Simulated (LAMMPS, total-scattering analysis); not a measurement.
# diamond-type solid solution (Ge0.33,Si0.67): Uiso of Ge against temperature

Simulated by classical molecular dynamics (LAMMPS) with the Tersoff potential (Tersoff, Phys. Rev. B 39, 5566 (1989)); 512 atoms, zero pressure, classical nuclei. Uiso is the variance of an atom's position about its mean, per direction. Tersoff's Si and Ge melt far above the real elements.

| T (K) | Uiso of Ge (Å²) |
| --- | --- |
| 100 | 0.0011 |
| 300 | 0.0036 |
| 1250 | 0.0168 |
| 1620 | ? |
| 2300 | 0.0382 |

**Task.** Fit U/T against T with a straight line, read an effective Debye temperature from it, and predict the withheld row.

U/T in 10⁻⁵ Å²/K: 1.100 at 100 K, 1.200 at 300 K, 1.344 at 1250 K, 1.661 at 2300 K. The means are 987.5 K and 1.326; Σ(x − x̄)(y − ȳ) = 731.61 and Σ(x − x̄)² = 3.0519e+06, so the slope is 2.397e-04 per K and the intercept 1.090.

The intercept is the harmonic part: U = 3ħ²T/(M k θ²) with 3ħ²/(k u Å²) = 145.5 K and M = 72.63 u gives θ = √(145.5/(72.63 × 1.090×10⁻⁵)) = 429 K, an effective value for this element. The slope is the anharmonic part, expansion included: by 2300 K it adds 51 % to U.

At 1620 K, U = 1620 × (1.090 + 0.388)×10⁻⁵ = 0.0239 Å²; the run gave 0.0255, a miss of -6.3 %.
